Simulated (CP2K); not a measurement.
The F K edge of phosphorus pentafluoride was computed by TDDFT (CP2K XAS_TDP, aug-cc-pVDZ, TDA) at these levels: PBEh(45%), PBEh(45%) + GW2X and PBEh(60%). The first three lines of F1 (bonded to P) with a strength over 0.0015, energy in eV and strength:

| run | first | second | third |
| --- | --- | --- | --- |
| 1 | 689.31 (0.020) | 692.08 (0.008) | 692.16 (0.008) |
| 2 | 689.87 (0.028) | 693.25 (0.020) | 693.35 (0.011) |
| 3 | 682.78 (0.020) | 685.56 (0.008) | 685.64 (0.008) |

**Question.** Which run is which?

Run 1: PBEh(45%) + GW2X (45 % exact exchange). Run 2: PBEh(60%) (60 % exact exchange). Run 3: PBEh(45%) (45 % exact exchange). Self-interaction lifts the core level, so the uncorrected lines rise with the share of exact exchange. The GW2X run keeps the spacings of its parent: 2.77 eV between the first two lines in run 1, 2.78 eV in run 3. Its shift is +6.53 eV, since the Kohn–Sham level at this share of exchange lies that far above the quasiparticle level.

[Hosts, paths, dates, database ids (printed as entryN), source tags and the programs' standing remarks are cut or masked in the printed files.]
